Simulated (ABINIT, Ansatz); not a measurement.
Records of electronic-structure calculations.

## A GW chain in ABINIT: InGaN2 (P3m1)

The structure is trigonal, space group P3m1 (No. 156). Conventional cell: a = 3.399 Å, b = 3.399 Å, c = 5.552 Å, α = 90.00°, β = 90.00°, γ = 120.00°. In has 4 N at 2.13 to 2.20 Å nearest. Ga has 4 N at 1.94 to 2.05 Å nearest. Nearest to N lie 1 Ga at 1.94 Å and 3 In at 2.13 Å. Nearest to N lie 3 Ga at 2.05 Å and 1 In at 2.20 Å. Farther neighbours, and contacts between anions beyond the nearest, are not listed.

```
method               : RPA screening on LDA, plane waves, norm-conserving pseudopotentials (and 2 further levels or steps)
program              : ABINIT 10.8.3
settings             : cutoff 45 Ha, PseudoDojo scalar-relativistic 0.4.1 stringent, norm-conserving, ngkpt (3, 3, 2), nband 191, ecuteps 8 Ha, inclvkb 2, shiftk (0, 0, 0), symchi 1, awtr 1, frequency ppm, 3×3×2 k-mesh
cost                 : 5 runs, 8.2 min in all on 4 MPI ranks of Arm Neoverse N1, shared host
notes                : The program’s warnings: nkpt*nsppol () is not a multiple of nproc spkpt (). The cell and positions are those that the Materials Project relaxed with its own functionals (PBE, PBE+U or r2SCAN), kept fixed. Limits: screening runs away on this mesh; no spin-orbit coupling. The 3×3×2 mesh is coarse for this cell, which bears on the long-range parts of exchange and screening. On this mesh the RPA ε∞ passes 90, more than nearly any semiconductor shows; a coarse mesh does this where one point with a narrow direct gap carries much weight. The screening is then too strong, and the G0W0 gap should not be taken as the material’s.
LDA gap              : 0.24 eV, direct
G0W0 gap on the mesh : 0.78 eV
GW settings          : 3×3×2 mesh, 191 bands, screening to 217.7 eV, Godby-Needs plasmon pole
known limits         : short of the basis limit; screening runs away on this mesh; no spin-orbit coupling; coarse k mesh
```

G0W0 moves the gap on the mesh from 0.24 eV to 0.78 eV (+0.55 eV), with Z of 0.78 and 0.81 at the edges. Local fields lower the RPA ε∞ on this mesh from 947.98 to 731.64; a Γ-centred mesh this coarse tends to raise both, most where the direct gap is narrow, while a short band sum lowers them.

[Long decimals in the printed logs are rounded to 6 places.]

[Logs are printed without paths, hosts, clocks, repeated set-up lines and the standing remarks that a program may print on its own settings, such as how far it seeks lower states.]

[Paths, hosts, dates, memory and timing lines, banners, echoed tables and standing remarks are left out of the program output; an Ansatz launch command may be rebuilt from the run's recorded settings. Measured values are a selection of at most five: reports struck by readers or far from the other reports are left out. None is set beside runs whose start may be inverted or whose files or cutoffs have a known fault.]

[Runs of the session that timed out or met a known fault of the program may be left out.]

[Hosts, paths, dates, database ids (printed as entryN), source tags and the programs' standing remarks are cut or masked in the printed files.]

[G0W0 gaps are taken among the corrected bands and points alone; a level outside them can change the order at an edge.]

[Where Ansatz stands beside ABINIT at settings called matched, ABINIT's density can come from a denser mesh and the files from another edition; pairs whose starting gaps differed by over 0.03 eV were left out, so agreement reads better than it is.]
